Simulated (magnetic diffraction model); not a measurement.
**Solving a magnetic structure from powder neutron data: Tm3Si2S8I**

Space group C2/c (no. 15), a = 15.9660 Å, b = 7.7170 Å, c = 10.7550 Å, β = 98.22°.

| site | atom | x | y | z |
| --- | --- | --- | --- | --- |
| 4e | Tm | 0 | 0.4091 | 3/4 |
| 8f | Tm | 0.6946 | 0.3879 | 0.6813 |
| 4e | I | 0 | 0.0216 | 1/4 |
| 8f | S | 0.6512 | 0.1001 | 0.8381 |
| 8f | S | 0.5715 | 0.8451 | 0.0465 |
| 8f | S | 0.7807 | 0.9264 | 0.0877 |
| 8f | S | 0.6436 | 0.2487 | 0.1435 |
| 8f | Si | 0.6583 | 0.0389 | 0.0342 |

The compound is invented for this exercise: a known structure type with other elements, its cell scaled to their sizes and not relaxed.

Only Tm is taken to order (form factors of Tm3+); orders and moment sizes are assumed, and not adapted to the symmetry. Radiation: neutrons of λ = 2.0775 Å, 1.5° to 35°; isotropic B of 0.48 Å² (Tm), 0.48 Å² (I), 0.75 Å² (S) and 0.79 Å² (Si). The intensities are simulated: I ∝ L Σ (|F_N|² + |F_M⊥|²) for unpolarised neutrons, with F_M = 2.695 fm/μB × Σ f(s) S exp(2πi Q·r) exp(−B s²) at Q = H ± k (one set where k and −k are equivalent), only the part normal to Q counting and L = 1/(sin²θ cos θ). For a modulated order the moment at position r is S exp(−2πi k·r) + c.c., with S = m/2 for a sine wave of amplitude m and S = m(u + iv)/2 for moments turning in a plane, u and v being orthogonal unit vectors in it; the phase factor of the sum at Q = H + k is then exp(2πi H·r). Form factors are spin-only for 3d ions and dipole or tabulated for f ions, scattering lengths are Sears's of 1992, and absorption is left out. A label names one of the reflections at its angle. The strongest nuclear line in the range is 100, and lines under 0.2 are left out.

Above the ordering temperature:

```
2θ (°)     index      I
 15.11   (2 0 0)   51.5
 17.23   (1 1 0)   63.3
 19.99  (1 1 -1)    8.0
 21.19   (1 1 1)    1.6
 22.51   (0 0 2)   57.5
 25.32  (2 0 -2)    8.3
 27.59  (1 1 -2)    8.1
 27.63   (3 1 0)    0.9
 28.61  (3 1 -1)   22.5
 29.01   (2 0 2)  100.0
 29.36   (1 1 2)   54.4
 30.49   (4 0 0)    1.9
 31.14   (3 1 1)   46.5
 31.23   (0 2 0)   61.6
 33.28   (0 2 1)   81.4
 33.72  (3 1 -2)   36.1
```

Below it (cell unchanged):

| 2θ (°) | I |
| --- | --- |
| 1.51 | 55514.1 |
| 13.59 | 21.4 |
| 15.11 | 51.5 |
| 16.62 | 19.2 |
| 16.63 | 14.2 |
| 17.23 | 63.3 |
| 17.95 | 15.3 |
| 19.59 | 48.5 |
| 19.99 | 8.0 |
| 20.50 | 42.7 |
| 20.57 | 13.8 |
| 21.19 | 1.6 |
| 21.89 | 11.6 |
| 22.34 | 143.0 |
| 22.51 | 57.5 |
| 22.78 | 137.3 |
| 24.63 | 20.9 |
| 25.32 | 8.3 |
| 26.09 | 18.5 |
| 26.36 | 240.7 |
| 27.39 | 118.6 |
| 27.47 | 76.6 |
| 27.59 | 8.1 |
| 27.63 | 0.9 |
| 27.88 | 113.2 |
| 28.04 | 16.1 |
| 28.61 | 22.5 |
| 28.82 | 14.1 |
| 28.92 | 189.5 |
| 28.93 | 28.9 |
| 29.01 | 100.0 |
| 29.36 | 54.4 |
| 29.78 | 62.4 |
| 29.92 | 124.8 |
| 29.96 | 12.7 |
| 30.02 | 13.9 |
(The table stops after 36 lines; 14 more lie at higher angle.)

**Question.** Find the propagation vector, then choose among these models:
A. a sine wave with moments along [001] (amplitudes given), 5.5 μB on Tm; signs + at (0, 0.4091, 3/4), + at (0, 0.5909, 1/4), + at (0.6946, 0.3879, 0.6813), + at (0.8054, 0.8879, 0.8187), + at (0.8054, 0.1121, 0.3187), + at (0.6946, 0.6121, 0.1813)
B. a sine wave with moments along [010] (amplitudes given), 5.5 μB on Tm; signs + at (0, 0.4091, 3/4), + at (0, 0.5909, 1/4), + at (0.6946, 0.3879, 0.6813), + at (0.8054, 0.8879, 0.8187), + at (0.8054, 0.1121, 0.3187), + at (0.6946, 0.6121, 0.1813)
C. moments turning in the plane of [010] and [001], 5.5 μB on Tm; signs + at (0, 0.4091, 3/4), + at (0, 0.5909, 1/4), + at (0.6946, 0.3879, 0.6813), + at (0.8054, 0.8879, 0.8187), + at (0.8054, 0.1121, 0.3187), + at (0.6946, 0.6121, 0.1813)
D. moments turning in the plane of [100] and [001], 5.5 μB on Tm; signs + at (0, 0.4091, 3/4), + at (0, 0.5909, 1/4), + at (0.6946, 0.3879, 0.6813), + at (0.8054, 0.8879, 0.8187), + at (0.8054, 0.1121, 0.3187), + at (0.6946, 0.6121, 0.1813)

The new lines index as (1/5 0 0) at 1.51°, (9/5 0 0) at 13.59°, (4/5 1 0) at 16.62° and (11/5 0 0) at 16.63°, that is as H ± k with k = (1/5 0 0). Satellites come in pairs about each point of the reciprocal lattice.

Magnetic intensity, observed (below minus above) and for each model:

| 2θ (°) | index | observed | A | B | C | D |
| --- | --- | --- | --- | --- | --- | --- |
| 1.51 | (1/5 0 0) | 55514.1 | 55514.1 | 55514.1 | 111028.0 | 55514.1 |
| 22.34 | (1/5 0 -2) | 143.0 | 0.8 | 143.0 | 143.8 | 143.0 |
| 22.78 | (1/5 0 2) | 137.3 | 5.9 | 137.3 | 143.2 | 137.3 |
| 26.36 | (14/5 1 0) | 240.7 | 178.5 | 116.3 | 294.8 | 240.7 |
| 27.39 | (4/5 1 -2) | 118.6 | 29.9 | 60.6 | 90.6 | 118.6 |
| 28.92 | (16/5 1 0) | 189.5 | 146.8 | 104.2 | 251.0 | 189.5 |
| 33.24 | (1/5 2 -1) | 322.7 | 151.6 | 19.5 | 171.1 | 322.7 |
| 33.39 | (1/5 2 1) | 318.2 | 150.3 | 20.7 | 171.0 | 318.2 |

Model D matches.

The structure used: k = (1/5 0 0), moments turning in the plane of [100] and [001], 5.5 μB on Tm; signs + at (0, 0.4091, 3/4), + at (0, 0.5909, 1/4), + at (0.6946, 0.3879, 0.6813), + at (0.8054, 0.8879, 0.8187), + at (0.8054, 0.1121, 0.3187), + at (0.6946, 0.6121, 0.1813).

[Logs are printed without paths, hosts, clocks, repeated set-up lines and the standing remarks that a program may print on its own settings, such as how far it seeks lower states.]
